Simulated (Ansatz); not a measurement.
# Reading EPR parameters

A crystal has the composition MPO5, where M is a 4d element. A calculation (PBE+U, spin-orbit coupling in second variation, Ansatz) gives:

```
S                                : 1/2
g, averaged over the cell's ions : ⊥ 1.9238, ∥ 1.8895
moment in its sphere             : 0.41 μB
```

Q: Name the magnetic ion and its oxidation state.

The crystal is MoPO5, space group P4/n. The spin sits on Mo, with 5 O at 1.68 to 1.98 Å round it. With the usual charges of the other elements M must be +5. Ions of this row are low-spin as a rule, so S = 1/2 at that charge points to d1: Mo⁵⁺ d¹, or to a low-spin ion further along, which the sign of the g shift speaks against. The shift is negative: in a shell less than half full the orbital moment opposes the spin.

[Logs are printed without paths, hosts, clocks, repeated set-up lines and the standing remarks that a program may print on its own settings, such as how far it seeks lower states.]

[Hosts, paths, dates, database ids (printed as entryN), source tags and the programs' standing remarks are cut or masked in the printed files.]
